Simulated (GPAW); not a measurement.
# Core-hole calculation of the Be K edge in Be (Im-3m)

Aim: the near-edge shape at the Be K edge of Be (Im-3m), and what the core hole does to it.

Method: X-ray absorption from dipole matrix elements to empty bands, plane-wave PAW LDA, in GPAW 26.7.0.

This is not the structure that Be takes at ambient pressure and room temperature (hexagonal, No. 194); it is a model or a phase of other conditions.

## 1. Set-up

The structure is cubic, space group Im-3m (No. 229). The conventional cell has a = 2.506 Å, b = 2.506 Å, c = 2.506 Å, α = 90.00°, β = 90.00°, γ = 90.00°. Nearest to Be lie 8 Be at 2.17 Å.

Coordinates:

```cif
data_structure
_symmetry_space_group_name_H-M 'P 1'
_symmetry_Int_Tables_number 1
_cell_length_a 2.1705
_cell_length_b 2.1705
_cell_length_c 2.1705
_cell_angle_alpha 109.471
_cell_angle_beta 109.471
_cell_angle_gamma 109.471
_cell_volume 7.87
loop_
_atom_site_label
_atom_site_type_symbol
_atom_site_fract_x
_atom_site_fract_y
_atom_site_fract_z
_atom_site_occupancy
Be1 Be 0.00000 0.00000 0.00000 1
```

## 2. The field without a hole

The ground state comes first: it tells whether the system has a gap, which decides how the excited electron is treated.

The input, scf.py:

```python
import numpy as np
from ase import Atoms
from ase.parallel import parprint, paropen
from gpaw import GPAW, PW, FermiDirac, Mixer, MixerDif, setup_paths
from gpaw.test import gen
setup_paths.insert(0, '.')
gen('Be', name='nch1s', xcname='LDA', corehole=(1, 0, 0), write_xml=True)
from gpaw.mpi import world
world.barrier()

atoms = Atoms('Be',
    cell=[[-1.25312095, 1.25312095, 1.25312095],
     [1.25312095, -1.25312095, 1.25312095],
     [1.25312095, 1.25312095, -1.25312095]],
    scaled_positions=[[0, 0, 0]],
    pbc=True)
atoms.calc = calc = GPAW(legacy_gpaw=True, mode=PW(430), xc='LDA', setups={0: 'nch1s'},
    kpts={'size': (14, 14, 14), 'gamma': True}, occupations=FermiDirac(0.05),
    charge=0, mixer=Mixer(0.1, 5, 50), maxiter=150,
    convergence={'density': 0.0001}, txt='scf.txt')
energy = atoms.get_potential_energy() + calc.get_reference_energy()
ef = calc.get_fermi_level()
out = dict(energy=energy, fermi=ef, forces=atoms.get_forces().tolist())
parprint(f'all-electron energy {energy:.4f} eV, Fermi level {ef:.4f} eV')
ev = np.array([[calc.get_eigenvalues(k, s) for k in range(len(calc.get_ibz_k_points()))] for s in range(calc.get_number_of_spins())])
out['homo'], out['lumo'], out['counts'] = ev[ev < ef].max(), ev[ev > ef].min(), sorted(set((ev < ef).sum((0, 2)).tolist()))
out['filled'] = (ev[:, 0] < ef).sum(1).tolist()
import json
with paropen('out.json', 'w') as f:
    json.dump(out, f)
```

Started as:

```
OMP_NUM_THREADS=1 mpirun -n 4 gpaw python scf.py
```

Numbers of over 12 decimals in the logs are rounded to 6 here.

Log:

```text
Input parameters:
  convergence: {density: 0.0001}
  kpts: {gamma: True,
         size: (14, 14, 14)}
  maxiter: 150
  mixer: {backend: pulay,
          beta: 0.1,
          method: separate,
          nmaxold: 5,
          weight: 50}
  mode: {ecut: 430.0,
         name: pw}
  occupations: {fixmagmom: False,
                name: fermi-dirac,
                width: 0.05}
  setups: {0: nch1s}

Initialize ...

[... PAW data sets ...]

Reference energy: -393.188449  # eV

Spin-paired calculation

[... convergence settings ...]
Symmetries present (total): 48
  [... symmetry matrices ...]

2744 k-points: 14 x 14 x 14 Monkhorst-Pack grid + [1/28,1/28,1/28]
104 k-points in the irreducible part of the Brillouin zone
       k-points in crystal coordinates                weights
   0:     0.00000000    0.00000000    0.00000000          1/2744
   1:     0.07142857    0.00000000    0.00000000         12/2744
   2:     0.07142857    0.07142857   -0.07142857          6/2744
   3:     0.14285714    0.00000000   -0.07142857         24/2744
   4:     0.14285714    0.00000000    0.00000000         12/2744
   5:     0.14285714    0.07142857   -0.07142857         24/2744
   6:     0.14285714    0.14285714   -0.14285714          6/2744
   7:     0.21428571   -0.07142857   -0.07142857          8/2744
   8:     0.21428571    0.00000000   -0.07142857         48/2744
   9:     0.21428571    0.00000000    0.00000000         12/2744
          ...
 103:     0.50000000    0.50000000    0.50000000          1/2744

Wave functions: Plane wave expansion
  Cutoff energy: 430.000 eV
  Number of coefficients (min, max): 141, 164
  Pulay-stress correction: 0.000000 eV/Ang^3 (de/decut=0.000000)
  Using FFTW library
  Wavefunction extrapolation:
    Improved wavefunction reuse through dual PAW basis

Occupation numbers: Fermi-Dirac:
  width: 0.0500  # eV

Eigensolver
   Davidson(niter=2)

Densities:
  Coarse grid: 12*12*12 grid
  Fine grid: 24*24*24 grid
  Total Charge: 0.000000

Density mixing:
  Method: separate
  Backend: pulay
  Linear mixing parameter: 0.1
  old densities: 5
  Width of damping distribution: 1.1
  Damping of long wavelength oscillations: 50

[... Hamiltonian set-up ...]
Number of atoms: 1
Number of atomic orbitals: 4
Number of bands in calculation: 4
Number of valence electrons: 2
Bands to converge: occupied

... initialized

Initializing position-dependent things.

Density initialized from atomic densities
Creating initial wave functions:
  4 bands from LCAO basis set

       Be

Atomic positions and initial magnetic moments

Positions:
   0 Be     0.000000    0.000000    0.000000    ( 0.0000,  0.0000,  0.0000)

Unit cell:
           periodic     x           y           z      points  spacing
  1. axis:    yes   -1.253121    1.253121    1.253121    12     0.1477
  2. axis:    yes    1.253121   -1.253121    1.253121    12     0.1477
  3. axis:    yes    1.253121    1.253121   -1.253121    12     0.1477

  Lengths:   2.170469   2.170469   2.170469
  Angles:  109.471221 109.471221 109.471221

Effective grid spacing dv^(1/3) = 0.1658

iter:   1    -4.108042
iter:   2    -4.111759   -2.58  -1.68
iter:   3    -4.123603   -3.12  -1.71
iter:   4    -4.124700   -4.70  -2.31
iter:   5    -4.124700   -6.29  -3.05
iter:   6    -4.124699c  -7.19  -3.31
iter:   7    -4.124699c  -9.36c -4.56c

Converged after 7 iterations.

Dipole moment: (0.000000, -0.000000, 0.000000) |e|*Ang

Energy contributions relative to reference atoms: (reference = -393.188449)

Kinetic:         +2.901053
Potential:       -1.068498
External:        +0.000000
XC:              -5.959097
Entropy (-ST):   -0.000417
Local:           +0.002052
SIC:             +0.000000
--------------------------
Free energy:     -4.124907
Extrapolated:    -4.124699

Showing only first 2 kpts
 Kpt  Band  Eigenvalues  Occupancy
  0     0     -3.91667    2.00000
  0     1     27.16254    0.00000
  0     2     27.16254    0.00000

  1     0     -3.74094    2.00000
  1     1     26.31820    0.00000
  1     2     26.49399    0.00000

Fermi level: 8.27695

No gap
No difference between direct/indirect transitions

Forces in eV/Ang:
  0 Be   -0.00000    0.00000    0.00000
Scalar-relativistic atomic LDA calculation for Be (Beryllium, Z=4)
Core hole in 1s state (1s occupation: 2.0)
300 radial gridpoints.
|------------------------------------------------|
|------------------------------------------------|
[... the atom generator's iteration count ...]

Energy contributions:
-------------------------
Kinetic:      +14.316614
XC:            -2.514724
Potential:    -26.251299
-------------------------
Total:        -14.449409

state      eigenvalue         ekin         rmax
-----------------------------------------------
1s^2.0 :    -3.856640     6.590816        0.269
2s^2.0 :    -0.205785     0.567491        2.042
2p^0.0 :    -0.077135     0.368156        2.282
-----------------------------------------------
(units: Bohr and Hartree)

Generating PAW setup
Kinetic energy of the core from tauc = 13.184401
Cutoffs:
rc(s)=1.500
rc(p)=1.500
rc(d)=1.500
rc(vbar)=1.350
rc(comp)=1.500
rc(nct)=1.500

Kinetic energy of the core states: 13.181632
Charge: 0.0
Core electrons: 2.0
Valence electrons: 2.0
Pseudo-core charge: 0.147398
Shape function alpha=4.444
Pseudo-electron charge 2.143853
state    eigenvalue         norm
--------------------------------
2s(2) :    -0.205785     0.998227
*s    :     0.794215
2p(0) :    -0.077135     0.989984
*p    :     0.922865
*d    :     0.000000
--------------------------------

Diagonalizing with gridspacing h=0.050

state   all-electron     PAW
-------------------------------
2s:      -0.205785    -0.205855
2p:      -0.077135    -0.077225
*d:                    0.040062
*f:                    0.071942
-------------------------------
all-electron energy -397.3131 eV, Fermi level 8.2770 eV
```

Elapsed: 3.1 s, on 4 MPI ranks of Arm Neoverse V1, shared host; peak memory 0.15 GiB.

The mesh shows no gap, so the system is treated as a metal and the core electron is put at the Fermi level (neutral cell).

## 3. Spectrum without a core hole, Be atom 1

This cheap baseline ignores the attraction of the hole: it shows the absorber's empty states as they are in the ground state. The data set with a hole of occupation 0 only carries the core orbital.

The absorber has 8 Be at 2.17 Å and 6 Be at 2.51 Å (cube and octahedron, as in bcc, site symmetry m-3m).

The input, xas.py:

```python
import numpy as np
from ase import Atoms
from ase.parallel import parprint, paropen
from gpaw import GPAW, PW, FermiDirac, Mixer, MixerDif, setup_paths
from gpaw.test import gen
setup_paths.insert(0, '.')
gen('Be', name='nch1s', xcname='LDA', corehole=(1, 0, 0), write_xml=True)
from gpaw.mpi import world
world.barrier()

atoms = Atoms('Be',
    cell=[[-1.25312095, 1.25312095, 1.25312095],
     [1.25312095, -1.25312095, 1.25312095],
     [1.25312095, 1.25312095, -1.25312095]],
    scaled_positions=[[0, 0, 0]],
    pbc=True)
atoms.calc = calc = GPAW(legacy_gpaw=True, mode=PW(430), xc='LDA', setups={0: 'nch1s'},
    kpts={'size': (19, 19, 19), 'gamma': True}, occupations=FermiDirac(0.1),
    charge=0, mixer=Mixer(0.1, 5, 50), maxiter=150,
    convergence={'density': 0.0001}, txt='scf.txt')
energy = atoms.get_potential_energy() + calc.get_reference_energy()
ef = calc.get_fermi_level()
out = dict(energy=energy, fermi=ef, forces=atoms.get_forces().tolist())
parprint(f'all-electron energy {energy:.4f} eV, Fermi level {ef:.4f} eV')
ev = np.array([[calc.get_eigenvalues(k, s) for k in range(len(calc.get_ibz_k_points()))] for s in range(calc.get_number_of_spins())])
out['homo'], out['lumo'], out['counts'] = ev[ev < ef].max(), ev[ev > ef].min(), sorted(set((ev < ef).sum((0, 2)).tolist()))
out['filled'] = (ev[:, 0] < ef).sum(1).tolist()

from ase.units import Ha
from gpaw.xas import dipole_matrix_elements
nb = int(calc.get_number_of_electrons() / 2) + 8
top = nb
nscf = calc.fixed_density(kpts={'size': (17, 17, 17), 'gamma': True},
    convergence={'eigenstates': 1.0}, txt='nscf.txt')
nscf.diagonalize_full_hamiltonian(nbands=nb)
cell = atoms.cell.array
ops = [cell.T @ U.T @ np.linalg.inv(cell.T) for U in nscf.wfs.kd.symmetry.op_scc]
E = np.arange(-25, 34, 0.1)
fwhm = np.interp(E, [4, 25], [0.9, 3.5])
Y, X, zero, highest = 0, 0, 1e9, 1e9
for spin in range(nscf.get_number_of_spins()):
    wfs = nscf.wfs
    A = dipole_matrix_elements(wfs.setups[0])
    eps = np.zeros((wfs.kd.nibzkpts, nb))
    d = np.zeros((3, A.shape[1], wfs.kd.nibzkpts, nb), complex)
    for kpt in wfs.kpt_u:
        if kpt.s == spin and 0 in kpt.P_ani:
            eps[kpt.k] = kpt.eps_n * Ha
            d[:, :, kpt.k] = (kpt.weight * wfs.nspins / 2) ** 0.5 * np.inner(A, kpt.P_ani[0])
    world.sum(eps)
    world.sum(d)
    T = np.einsum('amkn,bmkn->abkn', d, d.conj()).real
    T = sum(np.einsum('ai,ijkn,bj->abkn', R, T, R) for R in ops) / len(ops)
    empty = eps > ef
    zero, highest = min(zero, eps[empty].min()), min(highest, eps[:, top - 1].min())
    lines = [(eps, T, empty)] if spin == 0 else lines + [(eps, T, empty)]
for eps, T, empty in lines:
    f = np.einsum('aakn->akn', T).reshape(3, -1)
    x = eps.ravel() - zero
    w = np.interp(x, E, fwhm) / 2.35482
    g = np.exp(-0.5 * ((E[:, None] - x) / w) ** 2) / (w * (2 * np.pi) ** 0.5)
    Y = Y + (f * empty.ravel()) @ g.T
    X = X + (f * ~empty.ravel()) @ g.T
out.update(E=E.round(2).tolist(), xas=Y.tolist(), xes=X.tolist(), zero=zero, valid=highest - zero, nk=len(eps), nb=nb)
for i in range(0, len(E), 10):
    parprint(f'{E[i]:7.2f}', *(f'{v:10.3e}' for v in Y[:, i]))
import json
with paropen('out.json', 'w') as f:
    json.dump(out, f)
```

Started as:

```
OMP_NUM_THREADS=1 mpirun -n 4 gpaw python xas.py
```

Log:

```text
Input parameters:
  convergence: {density: 0.0001}
  kpts: {gamma: True,
         size: (19, 19, 19)}
  maxiter: 150
  mixer: {backend: pulay,
          beta: 0.1,
          method: separate,
          nmaxold: 5,
          weight: 50}
  mode: {ecut: 430.0,
         name: pw}
  occupations: {fixmagmom: False,
                name: fermi-dirac,
                width: 0.1}
  setups: {0: nch1s}

Initialize ...

[...]
*p    :     0.922865
*d    :     0.000000
--------------------------------

Diagonalizing with gridspacing h=0.050

state   all-electron     PAW
-------------------------------
2s:      -0.205785    -0.205855
2p:      -0.077135    -0.077225
*d:                    0.040062
*f:                    0.071942
-------------------------------
all-electron energy -397.3080 eV, Fermi level 8.2519 eV
[...]
32.00  6.539e-04  6.539e-04  6.539e-04
  33.00  6.043e-04  6.043e-04  6.043e-04
[key lines of the parts left out:]
Converged after 7 iterations.
Dipole moment: (0.000000, -0.000000, 0.000000) |e|*Ang
Free energy:     -4.121885
Fermi level: 8.25191
```

Elapsed: 5.4 s, on 4 MPI ranks; peak memory 0.17 GiB; 21 s of CPU time.

The Be K spectrum, Be atom 1, no core hole (energy from the lowest empty level; intensity scaled to a mean of 1 over the first 20 eV):

| E (eV) | intensity |
| --- | --- |
| -2.0 | 0.00 |
| -1.4 | 0.00 |
| -0.8 | 0.01 |
| -0.2 | 0.20 |
| 0.4 | 0.48 |
| 1.0 | 0.61 |
| 1.6 | 0.67 |
| 2.2 | 0.54 |
| 2.8 | 0.62 |
| 3.4 | 0.63 |
| 4.0 | 0.63 |
| 4.6 | 0.82 |
| 5.2 | 0.84 |
| 5.8 | 0.82 |
| 6.4 | 0.92 |
| 7.0 | 0.86 |
| 7.6 | 0.89 |
| 8.2 | 0.90 |
| 8.8 | 0.91 |
| 9.4 | 0.98 |
| 10.0 | 1.09 |
| 10.6 | 1.23 |
| 11.2 | 1.33 |
| 11.8 | 1.36 |
| 12.4 | 1.34 |
| 13.0 | 1.31 |
| 13.6 | 1.35 |
| 14.2 | 1.47 |
| 14.8 | 1.65 |
| 15.4 | 1.78 |
| 16.0 | 1.77 |
| 16.6 | 1.58 |
| 17.2 | 1.27 |
| 17.8 | 0.95 |
| 18.4 | 0.68 |
| 19.0 | 0.48 |
| 19.6 | 0.35 |
| 20.2 | 0.29 |
| 20.8 | 0.26 |
| 21.4 | 0.26 |
| 22.0 | 0.28 |
| 22.6 | 0.31 |
| 23.2 | 0.35 |
| 23.8 | 0.40 |
| 24.4 | 0.47 |
| 25.0 | 0.54 |
| 25.6 | 0.60 |
| 26.2 | 0.63 |
| 26.8 | 0.65 |
| 27.4 | 0.64 |
| 28.0 | 0.62 |
| 28.6 | 0.60 |
| 29.2 | 0.58 |
| 29.8 | 0.56 |

Main maxima below 24 eV (height): 1.4 eV (0.71), 4.9 eV (0.88), 6.4 eV (0.92), 11.7 eV (1.36) and 15.6 eV (1.80). A K edge sees empty p states on the absorber.

The same matrix elements for filled bands give the Be K emission of Be atom 1 (ground-state approximation; energy from the lowest empty level, largest value 1):

| E (eV) | emission |
| --- | --- |
| -24.00 | 0.00 |
| -23.25 | 0.00 |
| -22.50 | 0.00 |
| -21.75 | 0.00 |
| -21.00 | 0.00 |
| -20.25 | 0.00 |
| -19.50 | 0.00 |
| -18.75 | 0.00 |
| -18.00 | 0.00 |
| -17.25 | 0.00 |
| -16.50 | 0.00 |
| -15.75 | 0.00 |
| -15.00 | 0.00 |
| -14.25 | 0.00 |
| -13.50 | 0.00 |
| -12.75 | 0.00 |
| -12.00 | 0.01 |
| -11.25 | 0.04 |
| -10.50 | 0.09 |
| -9.75 | 0.15 |
| -9.00 | 0.23 |
| -8.25 | 0.32 |
| -7.50 | 0.40 |
| -6.75 | 0.55 |
| -6.00 | 0.70 |
| -5.25 | 0.99 |
| -4.50 | 0.98 |
| -3.75 | 0.82 |
| -3.00 | 0.72 |
| -2.25 | 0.45 |
| -1.50 | 0.39 |
| -0.75 | 0.23 |
| 0.00 | 0.18 |
| 0.75 | 0.01 |
| 1.50 | 0.00 |
| 2.25 | 0.00 |
| 3.00 | 0.00 |

Emission maxima: -5.2 eV (1.00).

## 4. Supercell without a hole, the energy reference

The photon energy needs a difference of total energies, so the cell and mesh of the coming hole run are first run without a hole.

Changes to scf.py since step 2:

```diff
@@ -10,10 +10,36 @@
 
-atoms = Atoms('Be',
-    cell=[[-1.25312095, 1.25312095, 1.25312095],
-     [1.25312095, -1.25312095, 1.25312095],
-     [1.25312095, 1.25312095, -1.25312095]],
-    scaled_positions=[[0, 0, 0]],
+atoms = Atoms('Be27',
+    cell=[[-3.75936285, 3.75936285, 3.75936285],
+     [3.75936285, -3.75936285, 3.75936285],
+     [3.75936285, 3.75936285, -3.75936285]],
+    scaled_positions=[[0, 0, 0],
+     [0, 0, 0.33333333],
+     [0, 0.33333333, 0],
+     [0.33333333, 0, 0],
+     [0, 0, 0.66666667],
+     [0, 0.33333333, 0.33333333],
+     [0, 0.66666667, 0],
+     [0.33333333, 0, 0.33333333],
+     [0.33333333, 0.33333333, 0],
+     [0.66666667, 0, 0],
+     [0, 0.33333333, 0.66666667],
+     [0, 0.66666667, 0.33333333],
+     [0.33333333, 0, 0.66666667],
+     [0.33333333, 0.33333333, 0.33333333],
+     [0.33333333, 0.66666667, 0],
+     [0.66666667, 0, 0.33333333],
+     [0.66666667, 0.33333333, 0],
+     [0, 0.66666667, 0.66666667],
+     [0.33333333, 0.33333333, 0.66666667],
+     [0.33333333, 0.66666667, 0.33333333],
+     [0.66666667, 0, 0.66666667],
+     [0.66666667, 0.33333333, 0.33333333],
+     [0.66666667, 0.66666667, 0],
+     [0.33333333, 0.66666667, 0.66666667],
+     [0.66666667, 0.33333333, 0.66666667],
+     [0.66666667, 0.66666667, 0.33333333],
+     [0.66666667, 0.66666667, 0.66666667]],
     pbc=True)
 atoms.calc = calc = GPAW(legacy_gpaw=True, mode=PW(430), xc='LDA', setups={0: 'nch1s'},
-    kpts={'size': (14, 14, 14), 'gamma': True}, occupations=FermiDirac(0.05),
+    kpts={'size': (5, 5, 5), 'gamma': True}, occupations=FermiDirac(0.1),
     charge=0, mixer=Mixer(0.1, 5, 50), maxiter=150,
```

Started as:

```
OMP_NUM_THREADS=1 mpirun -n 4 gpaw python scf.py
```

Log:

```text
Input parameters:
  convergence: {density: 0.0001}
  kpts: {gamma: True,
         size: (5, 5, 5)}
  maxiter: 150
  mixer: {backend: pulay,
          beta: 0.1,
          method: separate,
          nmaxold: 5,
          weight: 50}
  mode: {ecut: 430.0,
         name: pw}
  occupations: {fixmagmom: False,
                name: fermi-dirac,
                width: 0.1}
  setups: {0: nch1s}

Initialize ...

[...]
--------------------------------
2s(2) :    -0.205785     0.998227
*s    :     0.794215
2p(0) :    -0.077135     0.989984
*p    :     0.922865
*d    :     0.000000
--------------------------------

Diagonalizing with gridspacing h=0.050

state   all-electron     PAW
-------------------------------
2s:      -0.205785    -0.205855
2p:      -0.077135    -0.077225
*d:                    0.040062
*f:                    0.071942
-------------------------------
all-electron energy -10726.4409 eV, Fermi level 8.1284 eV
[key lines of the parts left out:]
Converged after 9 iterations.
Dipole moment: (-0.000000, 0.000000, 0.000000) |e|*Ang
Free energy:   -110.410154
Fermi level: 8.12835
```

Wall time 11 s (4 MPI ranks); peak memory 0.26 GiB; 44 s of CPU time.

Reference energy: -10726.441 eV with the cores included.

[end of part 1 of 3]

[Banner, clock and machine lines of the logs are left out without a mark of their own.]

[Logs are printed without paths, hosts, clocks, repeated set-up lines and the standing remarks that a program may print on its own settings, such as how far it seeks lower states.]

[Hosts, paths, dates, database ids (printed as entryN), source tags and the programs' standing remarks are cut or masked in the printed files.]

[Lists of maxima count a maximum above −3 eV only where it reaches 4 % of the highest in the window and stands out from its surroundings by 2 % of it (1.5 % where it reaches 55 %); shoulders and weaker maxima are passed over, and of the rest the first, up to two pre-edge ones and the few strongest are named.]
